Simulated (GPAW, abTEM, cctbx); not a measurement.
# CuW: the scripts behind a bonding study

Short scripts, each with its output. The start was made by putting kin elements into a known structure type; the compound need not exist, or be stable, in this form.

**1. Build the all-electron density and subtract free atoms**

```text
cell
1.0
     2.720706520    0.000000000    0.000000000
    -1.360353260    2.356200960    0.000000000
     0.000000000    0.000000000    4.533440240
W Cu
1 1
Direct
0.666666670 0.333333330 0.500000000
0.000000000 0.000000000 0.000000000
```

```python
import numpy as np
from ase.io import read
from ase.units import Bohr
from gpaw import GPAW, PW, FermiDirac
from gpaw.calculator import GPAW as OldGPAW
from gpaw.mpi import serial_comm, world
from scipy.special import erfc
from scipy.spatial import cKDTree

atoms = read("cell.vasp")
atoms.calc = GPAW(mode=PW(450), xc="PBE", kpts={"size": (10, 10, 5), "gamma": True},
                 occupations=FermiDirac(0.1), maxiter=120, symmetry={"tolerance": 1e-5}, txt="scf.txt")
atoms.get_potential_energy()
rho = atoms.calc.get_all_electron_density(gridrefinement=2)
moments = atoms.get_magnetic_moments() if atoms.calc.get_number_of_spins() == 2 else np.zeros(len(atoms))
total = atoms.get_magnetic_moment() if moments.any() else 0.0
if world.rank == 0:
    free = OldGPAW(mode=PW(450), xc="PBE", txt=None, communicator=serial_comm)
    neutral = atoms.copy()
    neutral.set_initial_magnetic_moments(None)
    free.initialize(neutral)
    free.set_positions(neutral)
    drho = rho - free.get_all_electron_density(gridrefinement=2)
    # GPAW starts from confined atoms: exchange their smooth part for that of the datasets' free atoms
    h = np.stack(np.meshgrid(*[np.fft.fftfreq(n, 1 / n) for n in drho.shape], indexing="ij"), -1)
    gabs = np.linalg.norm(h @ atoms.cell.reciprocal(), axis=-1)
    tails = np.fft.fftn(free.get_pseudo_density(gridrefinement=2))
    g, form, v0 = np.linspace(0, gabs.max(), 1500), {}, 0
    for e in set(atoms.symbols):
        idx = atoms.symbols.search(e)
        d = free.setups[idx[0]].data
        r, w = d.rgd.r_g * Bohr, d.rgd.r_g**2 * d.rgd.dr_g
        j0 = np.sinc(2 * g[:, None] * r)
        smooth = sum(f * p**2 for f, p in zip(d.f_j, d.phit_jg)) + np.sqrt(4 * np.pi) * d.nct_g
        full = sum(f * p**2 for f, p in zip(d.f_j, d.phi_jg)) + np.sqrt(4 * np.pi) * d.nc_g
        phase = sum(np.exp(-2j * np.pi * h @ s) for s in atoms.get_scaled_positions()[idx])
        tails -= np.interp(gabs, g, j0 @ (smooth * w)) * phase * drho.size / atoms.get_volume()
        form[e] = j0 @ (full * w)
        v0 += 2 * np.pi / 3 * 14.3996 * (full * w * r**2).sum() * len(idx)  # V A^3
    tails *= 0.5 * erfc((gabs - 1.8) / 0.25)  # the tails differ at long wavelengths alone
    drho += np.fft.ifftn(tails).real  # crystal minus superposed spherical free atoms
    np.save("drho.npy", drho)
    dv = atoms.get_volume() / drho.size
    print("grid", drho.shape, " electrons %.3f" % (rho.sum() * dv), " moved by bonding %.3f e" % (abs(drho).sum() * dv / 2))
    pts = np.indices(drho.shape).reshape(3, -1).T / drho.shape @ atoms.cell
    shifts = (np.indices((3, 3, 3)).reshape(3, -1).T - 1) @ atoms.cell
    images = (atoms.positions[None] + shifts[:, None]).reshape(-1, 3)
    dist, idx = cKDTree(images).query(pts, k=4)
    out = drho.ravel()[dist[:, 0] > 0.5]
    print("deformation density beyond 0.5 A of the nuclei: max %.3f, min %.3f e/A^3" % (out.max(), out.min()))
    tie = dist < dist[:, :1] + 1e-4
    q = -np.bincount((idx % len(atoms))[tie], (drho.ravel()[:, None] / tie.sum(1, keepdims=True) * tie)[tie], len(atoms)) * dv
    print("atom        x       y       z   Voronoi charge  moment")
    for a, s, c, m in zip(atoms, atoms.get_scaled_positions(), q, moments):
        print("%-2s%-3d %7.4f %7.4f %7.4f %10.3f %10.2f" % (a.symbol, a.index + 1, *s, c, m))
    np.savez("free.npz", g=g, **form)
    print("mean inner potential of superposed free atoms %.3f V" % (v0 / atoms.get_volume()))
    print("total magnetic moment %.3f muB" % total)
```

```console
$ OMP_NUM_THREADS=1 mpirun -n 4 gpaw python run.py > gpaw.log
```

```text
grid (28, 28, 48)  electrons 103.000  moved by bonding 0.554 e
deformation density beyond 0.5 A of the nuclei: max 0.087, min -0.186 e/A^3
atom        x       y       z   Voronoi charge  moment
W 1    0.6667  0.3333  0.5000     -0.028       0.00
Cu2    0.0000  0.0000  0.0000      0.028       0.00
mean inner potential of superposed free atoms 29.464 V
total magnetic moment 0.000 muB
```

Time: 6.1 s on 4 cores of Arm Neoverse V2 (shared host), peak memory 0.62 GiB.

**2. Fourier-transform the difference**

```python
from cctbx import adptbx, crystal, miller, xray
from cctbx.eltbx import tiny_pse
import numpy as np

cs = crystal.symmetry(unit_cell=(2.7207, 2.7207, 4.5334, 90, 90, 120), space_group_symbol='Hall: P -6 2')  # P-6m2
atoms = [  # label, site, U (iso, or U11 U22 U33 U12 U13 U23 in A^2), occupancy
    ("W1", (2/3, 1/3, 0.5), 0.0000, 1),
    ("Cu1", (0, 0, 0), 0.0000, 1),
]
xs = xray.structure(crystal_symmetry=cs)
for label, site, u, occ in atoms:
    u = adptbx.u_cif_as_u_star(cs.unit_cell(), u) if isinstance(u, tuple) else u
    xs.add_scatterer(xray.scatterer(label, site=site, u=u, occupancy=occ))
xs.scattering_type_registry(table="wk1995")
drho = np.load("drho.npy")
T = np.array([[1, 0, 0], [0, 1, 0], [0, 0, 1]])  # conventional axes in terms of the primitive ones
dF = np.fft.ifftn(drho) * 29.06176  # electrons a conventional cell, indexed by primitive hkl
ms = miller.build_set(cs, anomalous_flag=False, d_min=0.9).sort("resolution")
iam = ms.structure_factors_from_scatterers(xs, algorithm="direct").f_calc()
p1 = xs.expand_to_p1()
z = np.array([tiny_pse.table(sc.scattering_type).atomic_number() for sc in p1.scatterers()])
x = np.array(p1.sites_frac())
free = np.load("free.npz")
print("static structure factors of the conventional cell: F in electrons, V (Mott-Bethe) in volts")
print("   h  k  l      d  |F| table  |F| free   |F| DFT   change   |V| free  |V| DFT  change %")
for h, d, table in list(zip(ms.indices(), ms.d_spacings().data(), iam.data()))[:16]:
    df = dF[tuple(np.rint(np.linalg.solve(T, h)).astype(int))]
    phase = np.exp(2j * np.pi * x @ h)
    f = sum(np.interp(1 / d, free["g"], free[sc.scattering_type]) * p for sc, p in zip(p1.scatterers(), phase))
    fz = (z * phase).sum()
    c = 14.3996 * d * d / (np.pi * cs.unit_cell().volume())
    v0, v1 = abs(fz - f) * c, abs(fz - f - df) * c
    print("%4d%3d%3d %7.4f %9.3f %9.3f %9.3f %8.3f %9.3f %8.3f %8s" % (h + (d, abs(table), abs(f), abs(f + df), abs(f + df) - abs(f), v0, v1, "%.1f" % (100 * (v1 / v0 - 1)) if v0 > 0.02 else "-")))
```

```console
$ python run.py
```

```text
static structure factors of the conventional cell: F in electrons, V (Mott-Bethe) in volts
   h  k  l      d  |F| table  |F| free   |F| DFT   change   |V| free  |V| DFT  change %
   0  0  1  4.5334    42.329    42.350    42.543    0.193     8.589    7.963     -7.3
   1  0  0  2.3562    53.920    53.868    53.723   -0.145     9.450    9.587      1.5
   0  0  2  2.2667    83.810    83.559    83.382   -0.177    15.754   15.898      0.9
   1  0  1  2.0907    73.320    73.098    72.800   -0.297    13.050   13.259      1.6
   1  0  2  1.6335    48.432    48.344    48.355    0.011     6.906    6.911      0.1
   0  0  3  1.5111    34.749    34.756    35.053    0.297     3.689    3.582     -2.9
   1  1  0  1.3603    68.726    68.588    68.586   -0.002    10.044   10.044      0.0
   1  1  1  1.3030    33.161    33.165    33.257    0.092     3.169    3.144     -0.8
   1  0  3  1.2720    59.751    59.673    59.702    0.029     8.270    8.263     -0.1
   2  0  0  1.1781    42.146    42.126    42.171    0.045     4.980    4.973     -0.1
   1  1  2  1.1664    63.153    63.103    63.081   -0.022     8.561    8.566      0.1
   2  0  1  1.1402    56.226    56.191    56.215    0.024     7.363    7.359     -0.1
   0  0  4  1.1333    62.083    62.043    62.191    0.148     8.297    8.267     -0.4
   2  0  2  1.0453    39.625    39.605    39.604   -0.001     4.364    4.364      0.0
   1  0  4  1.0213    39.128    39.104    39.119    0.015     4.250    4.247     -0.1
   1  1  3  1.0110    30.091    30.062    30.033   -0.030     2.408    2.413      0.2
```

Time: 0.24 s on 1 core of Arm Neoverse V2 (shared host), peak memory 0.08 GiB.

**3. Propagate a plane wave with and without the bonding term**

```python
import abtem
import numpy as np
from ase.build import make_supercell
from ase.io import read

abtem.config.set({"dask.lazy": False, "fft": "fftw", "diagnostics.progress_bar": False})
M = [[0, 0, -1], [1, 2, 0], [1, 0, 0]]  # rows: x, y and beam direction in the primitive cell's axes
unit = make_supercell(read("cell.vasp"), M)
unit.set_cell(list(unit.cell.lengths()) + [90, 90, 90], scale_atoms=True)
unit.positions[:, 2] += 0.6802  # keeps atomic planes off the slice boundaries
unit.wrap()
slab = unit * (2, 2, 144)
print(slab.get_chemical_formula(), "| box %.2f x %.2f x %.2f A" % tuple(slab.cell.lengths()))

# change of the potential by bonding, from the DFT deformation density (Poisson's equation term by term)
drho = np.load("drho.npy")
prim = read("cell.vasp")
h = np.stack(np.meshgrid(*[np.fft.fftfreq(n, 1 / n) for n in drho.shape], indexing="ij"), -1).reshape(-1, 3).astype(int)
g2 = ((h @ prim.cell.reciprocal()) ** 2).sum(1)
keep = (g2 > 0) & (g2 < 2.5**2)
shape = (130, 135, 18)
vg = np.zeros(shape, complex)
hm = h[keep] @ np.array(M).T
move = np.exp(-2j * np.pi * hm[:, 2] * (0.6802 / unit.cell[2, 2] - 0.5 / shape[2]))  # the same shift, sampled at mid-points
vg[tuple(hm.T % np.array(shape)[:, None])] = -14.3996 / np.pi * (np.fft.fftn(drho).ravel() / drho.size)[keep] / g2[keep] * move
dV = np.fft.ifftn(vg).real * vg.size
dV = dV.reshape(130, 135, 2, 9).mean(3) * unit.cell[2, 2] / 2  # V A, projected in each slice
dV = np.tile(dV.transpose(2, 0, 1), (144, 2, 2))


def build(atoms):
    p = abtem.Potential(atoms, gpts=(260, 270), slice_thickness=[slab.cell[2, 2] / 288] * 288,
                        parametrization="lobato", projection="infinite", exit_planes=24).build()
    p.array[:] += BONDING * dV
    return p


sigmas = {'W': 0.069, 'Cu': 0.082}  # r.m.s. displacement along each axis, A
u = np.array([sigmas[s] for s in slab.symbols])[:, None]
rng = np.random.default_rng(272)


def potentials():
    for _ in range(3):  # frozen phonons, one configuration at a time
        atoms = slab.copy()
        atoms.positions += u * rng.standard_normal((len(atoms), 3))
        atoms.wrap()
        yield build(atoms)


for label, BONDING in (("IAM", 0.0), ("DFT", 1.0)):
    print("=====", label)
    rng = np.random.default_rng(272)  # the same displacements for both
    potential = build(slab)
    print("grid", potential.gpts, "slices", potential.num_slices)
    thickness = potential.exit_thicknesses
    wave = abtem.PlaneWave(energy=200000)
    dp = np.mean([wave.multislice(p).diffraction_patterns(max_angle="valid").array for p in potentials()], axis=0)
    hkl = [(0, 0, 0), (0, 0, 1), (0, 1, 0), (0, 0, 2), (0, 1, 1), (0, 1, 2), (0, 0, 3)]
    nx, ny = dp.shape[-2:]
    print("intensity of each beam, fraction of the incident wave")
    print("  t (A)" + "".join("%9s" % " ".join(map(str, h)) for h in hkl) + "  diffuse    total")
    grid = np.zeros((nx, ny), bool)
    grid[nx // 2 % 2::2, ny // 2 % 2::2] = True
    for t, a in list(zip(thickness, dp))[1:]:
        idx = [np.rint(np.array(M) @ np.linalg.solve([[1, 0, 0], [0, 1, 0], [0, 0, 1]], h)).astype(int) for h in hkl]
        print("%7.1f" % t + "".join("%9.5f" % a[nx // 2 + i[0] * 2, ny // 2 + i[1] * 2] for i in idx) + "%9.4f%9.4f" % (a[~grid].sum(), a.sum()))
```

```console
$ python run.py
```

```text
Cu1152W1152 | box 9.07 x 9.42 x 391.78 A
===== IAM
grid (260, 270) slices 288
intensity of each beam, fraction of the incident wave
  t (A)    0 0 0    0 0 1    0 1 0    0 0 2    0 1 1    0 1 2    0 0 3  diffuse    total
   32.6  0.69061  0.00646  0.00303  0.02225  0.01629  0.00439  0.00217   0.0550   0.9940
   65.3  0.46786  0.05990  0.00038  0.02486  0.02485  0.00249  0.00127   0.1123   0.9881
   97.9  0.36172  0.10070  0.00908  0.02180  0.01325  0.00149  0.00076   0.1619   0.9809
  130.6  0.15948  0.10121  0.01108  0.04089  0.02014  0.00523  0.00336   0.2169   0.9713
  163.2  0.06727  0.12525  0.00558  0.03274  0.01778  0.00282  0.00174   0.2836   0.9603
  195.9  0.07664  0.13307  0.00806  0.02047  0.00838  0.00182  0.00138   0.3310   0.9514
  228.5  0.09797  0.09297  0.00567  0.02129  0.00965  0.00404  0.00292   0.3649   0.9442
  261.2  0.17838  0.06376  0.00146  0.01586  0.00818  0.00339  0.00171   0.3887   0.9374
  293.8  0.24207  0.04341  0.00051  0.00933  0.00781  0.00213  0.00114   0.3971   0.9324
  326.5  0.25871  0.02055  0.00079  0.00951  0.01072  0.00286  0.00126   0.4007   0.9282
  359.1  0.26310  0.01886  0.00056  0.00822  0.01005  0.00143  0.00100   0.4027   0.9242
  391.8  0.23006  0.02496  0.00037  0.00953  0.01243  0.00101  0.00159   0.4046   0.9204
===== DFT
grid (260, 270) slices 288
intensity of each beam, fraction of the incident wave
  t (A)    0 0 0    0 0 1    0 1 0    0 0 2    0 1 1    0 1 2    0 0 3  diffuse    total
   32.6  0.68844  0.00551  0.00256  0.02209  0.01724  0.00423  0.00222   0.0552   0.9940
   65.3  0.48479  0.05379  0.00106  0.02161  0.02438  0.00213  0.00124   0.1128   0.9881
   97.9  0.38178  0.08857  0.01045  0.02016  0.01397  0.00149  0.00088   0.1625   0.9807
  130.6  0.16952  0.09350  0.00873  0.03665  0.02328  0.00529  0.00379   0.2185   0.9712
  163.2  0.07812  0.12904  0.00525  0.02455  0.01855  0.00273  0.00217   0.2838   0.9604
  195.9  0.07025  0.13885  0.00691  0.01582  0.01023  0.00237  0.00245   0.3289   0.9518
  228.5  0.07908  0.10332  0.00269  0.01631  0.01243  0.00478  0.00365   0.3636   0.9447
  261.2  0.15142  0.08346  0.00054  0.01050  0.00896  0.00365  0.00187   0.3871   0.9380
  293.8  0.20316  0.05986  0.00066  0.00637  0.00942  0.00290  0.00156   0.3961   0.9329
  326.5  0.22956  0.03135  0.00239  0.00687  0.01180  0.00305  0.00135   0.4018   0.9285
  359.1  0.24864  0.02630  0.00223  0.00533  0.01062  0.00131  0.00112   0.4040   0.9245
  391.8  0.22268  0.02576  0.00168  0.00671  0.01424  0.00096  0.00172   0.4054   0.9208
```

Time: 23 s.

**4. Rock the beam across one reflection**

```python
import abtem
import numpy as np
from ase.build import make_supercell
from ase.io import read

abtem.config.set({"dask.lazy": False, "fft": "fftw", "diagnostics.progress_bar": False})
M = [[0, 0, -1], [1, 2, 0], [1, 0, 0]]  # rows: x, y and beam direction in the primitive cell's axes
unit = make_supercell(read("cell.vasp"), M)
unit.set_cell(list(unit.cell.lengths()) + [90, 90, 90], scale_atoms=True)
unit.positions[:, 2] += 0.6802  # keeps atomic planes off the slice boundaries
unit.wrap()
slab = unit * (1, 1, 256)
print(slab.get_chemical_formula(), "| box %.2f x %.2f x %.2f A" % tuple(slab.cell.lengths()))

# change of the potential by bonding, from the DFT deformation density (Poisson's equation term by term)
drho = np.load("drho.npy")
prim = read("cell.vasp")
h = np.stack(np.meshgrid(*[np.fft.fftfreq(n, 1 / n) for n in drho.shape], indexing="ij"), -1).reshape(-1, 3).astype(int)
g2 = ((h @ prim.cell.reciprocal()) ** 2).sum(1)
keep = (g2 > 0) & (g2 < 2.5**2)
shape = (101, 105, 18)
vg = np.zeros(shape, complex)
hm = h[keep] @ np.array(M).T
move = np.exp(-2j * np.pi * hm[:, 2] * (0.6802 / unit.cell[2, 2] - 0.5 / shape[2]))  # the same shift, sampled at mid-points
vg[tuple(hm.T % np.array(shape)[:, None])] = -14.3996 / np.pi * (np.fft.fftn(drho).ravel() / drho.size)[keep] / g2[keep] * move
dV = np.fft.ifftn(vg).real * vg.size
dV = dV.reshape(101, 105, 2, 9).mean(3) * unit.cell[2, 2] / 2  # V A, projected in each slice
dV = np.tile(dV.transpose(2, 0, 1), (256, 1, 1))


def build(atoms):
    p = abtem.Potential(atoms, gpts=(101, 105), slice_thickness=[slab.cell[2, 2] / 512] * 512,
                        parametrization="lobato", projection="infinite", exit_planes=128).build()
    p.array[:] += BONDING * dV
    return p


def potentials():
    yield build(slab)  # atoms at rest


for label, BONDING in (("IAM", 0.0), ("DFT", 1.0)):
    print("=====", label)
    potential = build(slab)
    print("grid", potential.gpts, "slices", potential.num_slices)
    thickness = potential.exit_thicknesses
    h = np.array(M) @ np.linalg.solve(np.array([[1, 0, 0], [0, 1, 0], [0, 0, 1]]), [0, 0, 1])
    ix, iy = round(h[0]) * 1, round(h[1]) * 1
    gxy = h[:2] / unit.cell.lengths()[:2]
    along = gxy / np.hypot(*gxy)
    across = np.array([-along[1], along[0]])
    bragg = 500 * abtem.PlaneWave(energy=200000).wavelength * np.hypot(*gxy)
    print("Bragg angle %.3f mrad; beam tilted 46 mrad off the zone axis across the row" % bragg)
    print("dark-field intensity of 0 0 1 against tilt along the row, in Bragg angles")
    print("  t (A)" + "".join("%8.2f" % s for s in [0.2, 0.4, 0.6, 0.8, 1.0, 1.2, 1.4, 1.6, 1.8, 2.0, 2.2, 2.4, 2.6]))
    rows = []
    row = [(n * ix, n * iy) for n in range(-8, 9)]
    for s in [0.2, 0.4, 0.6, 0.8, 1.0, 1.2, 1.4, 1.6, 1.8, 2.0, 2.2, 2.4, 2.6]:
        tilt = -s * bragg * along + 46 * across
        dp = abtem.PlaneWave(energy=200000, tilt=tuple(tilt)).multislice(potential).diffraction_patterns(max_angle="valid").array
        rows.append(dp[:, dp.shape[1] // 2 + ix, dp.shape[2] // 2 + iy])
        if s == 1.0:
            cx, cy = dp.shape[1] // 2, dp.shape[2] // 2
            share = sum(dp[:, cx + i, cy + j] for i, j in row if abs(i) < cx and abs(j) < cy) / dp.sum(axis=(1, 2))
            total = dp.sum(axis=(1, 2))
    for t, a in list(zip(thickness, np.array(rows).T))[1:]:
        print("%7.1f" % t + "".join("%8.4f" % v for v in a))
    print("at the Bragg tilt, share in the row:", share[1:].round(3).tolist(), "total:", total[1:].round(3).tolist())
```

```console
$ python run.py
```

```text
Cu512W512 | box 4.53 x 4.71 x 696.50 A
===== IAM
grid (101, 105) slices 512
Bragg angle 2.766 mrad; beam tilted 46 mrad off the zone axis across the row
dark-field intensity of 0 0 1 against tilt along the row, in Bragg angles
  t (A)    0.20    0.40    0.60    0.80    1.00    1.20    1.40    1.60    1.80    2.00    2.20    2.40    2.60
  174.1  0.1829  0.1987  0.1981  0.1884  0.1771  0.1690  0.1575  0.1407  0.1194  0.0907  0.0582  0.0298  0.0114
  348.3  0.0393  0.0527  0.0311  0.0187  0.0683  0.0975  0.1168  0.1017  0.0489  0.0150  0.0347  0.0790  0.1335
  522.4  0.0870  0.0655  0.0814  0.0936  0.1663  0.1430  0.0406  0.0813  0.1249  0.0540  0.0791  0.0807  0.0756
  696.5  0.0749  0.1201  0.0244  0.0333  0.0852  0.0581  0.0666  0.1813  0.1087  0.0246  0.0001  0.0451  0.0123
at the Bragg tilt, share in the row: [0.48500001430511475, 0.38499999046325684, 0.40299999713897705, 0.3059999942779541] total: [0.9869999885559082, 0.9679999947547913, 0.9409999847412109, 0.9210000038146973]
===== DFT
grid (101, 105) slices 512
Bragg angle 2.766 mrad; beam tilted 46 mrad off the zone axis across the row
dark-field intensity of 0 0 1 against tilt along the row, in Bragg angles
  t (A)    0.20    0.40    0.60    0.80    1.00    1.20    1.40    1.60    1.80    2.00    2.20    2.40    2.60
  174.1  0.1925  0.2075  0.2058  0.1946  0.1816  0.1714  0.1580  0.1398  0.1178  0.0896  0.0585  0.0319  0.0150
  348.3  0.0177  0.0268  0.0119  0.0120  0.0662  0.0816  0.0811  0.0643  0.0272  0.0140  0.0493  0.0944  0.1395
  522.4  0.1221  0.1047  0.1094  0.1136  0.1748  0.1585  0.0603  0.1257  0.1742  0.0711  0.0648  0.0632  0.0643
  696.5  0.0403  0.0951  0.0129  0.0338  0.0986  0.0646  0.0633  0.1497  0.0617  0.0161  0.0106  0.0594  0.0064
at the Bragg tilt, share in the row: [0.4869999885559082, 0.41999998688697815, 0.421999990940094, 0.3310000002384186] total: [0.9869999885559082, 0.9679999947547913, 0.9419999718666077, 0.9210000038146973]
```

Time: 23 s.

[Outputs are excerpts: Python notices, other lines and further rows are left out; steps that failed or that the build refused (PBEsol, TPSS) are not shown.]

[Logs are printed without paths, hosts, clocks, repeated set-up lines and the standing remarks that a program may print on its own settings, such as how far it seeks lower states.]
